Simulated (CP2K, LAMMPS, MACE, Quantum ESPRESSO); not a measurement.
# Two short trajectories of amorphous Ge (61 atoms)

CP2K double zeta and MACE MPA-0 medium each move the atoms of amorphous Ge (61 atoms) from one start, with a target of 400 K. Do they give the same energy flow, motion and local order?

These are calculated values.

### Step 1. Set-up

The cell holds 61 atoms (61 Ge), with edges of 11.14, 11.14 and 11.14 Å. Recipe: 61 atoms (61 Ge) placed at random at 5.32 g/cm³, melted at 3500 K for 10 ps at fixed volume with the Tersoff potential (Tersoff, Phys. Rev. B 39, 5566 (1989)). Quenched from 3500 K to 300 K at 3 K/ps and fixed volume, annealed at 1000 K for 20 ps, held 5 ps, then minimised at fixed cell.

### Step 2. Inputs

CP2K 2026.2: Kohn-Sham DFT, PBE, GTH-PBE pseudopotentials, Gaussian and plane waves, DZVP-MOLOPT-SR-GTH, diagonalisation. Its input for the dynamics:

```
&GLOBAL
  PROJECT cell
  RUN_TYPE MD
  PRINT_LEVEL LOW
&END GLOBAL
&MOTION
  &MD
    ENSEMBLE NVT
    STEPS 552
    TIMESTEP 2.0
    TEMPERATURE 400
    &THERMOSTAT
      TYPE CSVR
      &CSVR
        TIMECON 100
      &END CSVR
    &END THERMOSTAT
  &END MD
  &PRINT
    &TRAJECTORY
    &END TRAJECTORY
    &FORCES ON
    &END FORCES
    &RESTART OFF
    &END RESTART
    &RESTART_HISTORY OFF
    &END RESTART_HISTORY
  &END PRINT
&END MOTION
&FORCE_EVAL
  METHOD QS
  &DFT
    BASIS_SET_FILE_NAME BASIS_MOLOPT
    POTENTIAL_FILE_NAME GTH_POTENTIALS
    &MGRID
      CUTOFF 280
      REL_CUTOFF 50
    &END MGRID
    &QS
      EPS_DEFAULT 1.0E-11
      EXTRAPOLATION ASPC
    &END QS
    &SCF
      SCF_GUESS ATOMIC
      EPS_SCF 5.0E-06
      MAX_SCF 150
      ADDED_MOS 20
      &DIAGONALIZATION
        ALGORITHM STANDARD
      &END DIAGONALIZATION
      &SMEAR ON
        METHOD FERMI_DIRAC
        ELECTRONIC_TEMPERATURE [K] 580
      &END SMEAR
      &MIXING
        METHOD BROYDEN_MIXING
        ALPHA 0.15
        NBROYDEN 12
      &END MIXING
      &PRINT
        &RESTART OFF
        &END RESTART
        &PROGRAM_RUN_INFO
          &EACH
            MD 20
          &END EACH
        &END PROGRAM_RUN_INFO
      &END PRINT
    &END SCF
    &XC
      &XC_FUNCTIONAL PBE
      &END XC_FUNCTIONAL
    &END XC
    &PRINT
      &MULLIKEN OFF
      &END MULLIKEN
    &END PRINT
  &END DFT
  &SUBSYS
    &CELL
      A 11.14390 0.00000 0.00000
      B 0.00000 11.14390 0.00000
      C 0.00000 0.00000 11.14390
    &END CELL
    &TOPOLOGY
      COORD_FILE_NAME structure.xyz
      COORD_FILE_FORMAT XYZ
    &END TOPOLOGY
    &KIND Ge
      BASIS_SET DZVP-MOLOPT-SR-GTH-q4
      POTENTIAL GTH-PBE-q4
    &END KIND
  &END SUBSYS
&END FORCE_EVAL
```

Elapsed: 2.1 h, on 4 MPI ranks of Arm Neoverse V2, shared host; peak memory 2.7 GiB; 8.2 h of CPU time.

MACE MPA-0 medium: machine-learned interatomic potential MACE MPA-0 medium, trained on PBE(+U) plane-wave data. Its input for the dynamics:

```
import numpy as np
from ase.io import read
from ase import units
from ase.md.langevin import Langevin
from ase.md.velocitydistribution import MaxwellBoltzmannDistribution
import mlip  # loads the published weights by name

atoms = read("structure.xyz")
atoms.calc = mlip.calc("mace-mpa-0-medium")
MaxwellBoltzmannDistribution(atoms, temperature_K=400, rng=np.random.default_rng(590))
dyn = Langevin(atoms, 2.0 * units.fs, temperature_K=400, friction=0.01 / units.fs, trajectory="path.traj", logfile="-", rng=np.random.default_rng(590 + 1000))
dyn.run(552)
print("finished")
```

Run time: 6.2 min. Hardware: 4 threads of Arm Neoverse V2, shared host; peak memory 0.82 GiB.

Plane waves (Quantum ESPRESSO, PBE; plane waves, SSSP efficiency, 45/360 Ry; k-points Γ) solve the start and the last frame of CP2K double zeta; at the start the r.m.s. force component is 0.27 eV/Å.

### Step 3. The runs over their common span

Both are read over the first 1104 fs; means are over the second half of that span, and energies are each method's own, less its value at the start. CPU times are for whole runs on a shared host and are rough.

```
           method  thermostat  time step (fs)  whole run (fs)  mean T (K)  r.m.s. swing (K)  mean potential energy (meV/atom)  last quarter less third (meV/atom)  CPU time
 CP2K double zeta        CSVR               2            1104         445                38                              18.0                                -7.6     8.2 h
MACE MPA-0 medium    Langevin               2            1104         433                35                              46.1                                -1.7   7.4 min
```

Sampled along the way:

| time (fs) | T (K), CP2K double zeta | E (meV/atom), CP2K double zeta | T (K), MACE MPA-0 medium | E (meV/atom), MACE MPA-0 medium |
| --- | --- | --- | --- | --- |
| 0 | 400 | 0.0 | 420 | 0.0 |
| 184 | 403 | 19.6 | 325 | 30.7 |
| 368 | 356 | 34.6 | 331 | 47.1 |
| 552 | 448 | 23.9 | 404 | 41.9 |
| 736 | 408 | 24.9 | 479 | 51.7 |
| 920 | 509 | 13.0 | 379 | 45.1 |
| 1104 | 432 | 11.2 | 439 | 42.3 |

### Step 4. Motion and local order

Mean square displacement from the start to 1104 fs, in Å², with the drift of the whole cell taken off:

| method | Ge | farthest move (Å) |
| --- | --- | --- |
| CP2K double zeta | 0.711 | 2.13 |
| MACE MPA-0 medium | 0.119 | 0.67 |

Bonds by one set of cutoffs taken from the start, with their mean length; rows of the runs are means over 16 frames of the second half:

| geometry | Ge-Ge (under 2.93 Å) |
| --- | --- |
| start | 128 at 2.50 Å |
| CP2K double zeta | 126 at 2.57 Å |
| MACE MPA-0 medium | 127 at 2.54 Å |

### Step 5. The last frame, checked with plane waves

| Quantity | Value |
| --- | --- |
| energy less the start's, plane waves | 20.8 meV/atom |
| energy less the start's, CP2K double zeta | 11.2 meV/atom |
| r.m.s. force component, plane waves | 0.462 eV/Å |
| r.m.s. difference of CP2K double zeta's forces | 0.025 eV/Å |
| pressure, without the kinetic term | 2.06 GPa |

### Step 6. Outcome

Over the second half the temperature averages 445 K with CP2K double zeta and 433 K with MACE MPA-0 medium, for a target of 400 K. The potential energy stands 18 and 46 meV/atom from the start's; for a harmonic solid started at its minimum it would rise by 3kT/2 = 52 meV/atom at the target. Atoms move farther with CP2K double zeta (0.71 against 0.12 Å² on average).

The mean Ge-Ge bond is 2.57 Å with CP2K double zeta and 2.54 Å with MACE MPA-0 medium, and they count 126 and 127 such bonds, from 128 at the start. From start to last frame CP2K double zeta puts the energy change at 11.2 meV/atom and plane waves at 20.8; its forces there differ by 5.4 % of the plane-wave r.m.s. force.

**Limits.** A span of 1.10 ps shows vibrations and the first relaxation, not diffusion or slow rearrangement. The runs start with unlike random velocities and use unlike thermostats, so single moves aren't comparable, only averages. The quench rate of 3 K/ps is many orders above laboratory rates, so the cell is likely richer in defects and strain than a real sample. The reference samples only Γ, in a cell whose shortest periodic width is 11 Å. The plane-wave runs aren't exact: their cutoffs and mesh weren't converged further here. Spin–orbit coupling is left out. Where levels are smeared, the DFT runs use Fermi–Dirac occupations at 580 K (0.05 eV), and energies are free energies.

[Logs are printed without paths, hosts, clocks, repeated set-up lines and the standing remarks that a program may print on its own settings, such as how far it seeks lower states.]

[Hosts, paths, dates, database ids (printed as entryN), source tags and the programs' standing remarks are cut or masked in the printed files.]
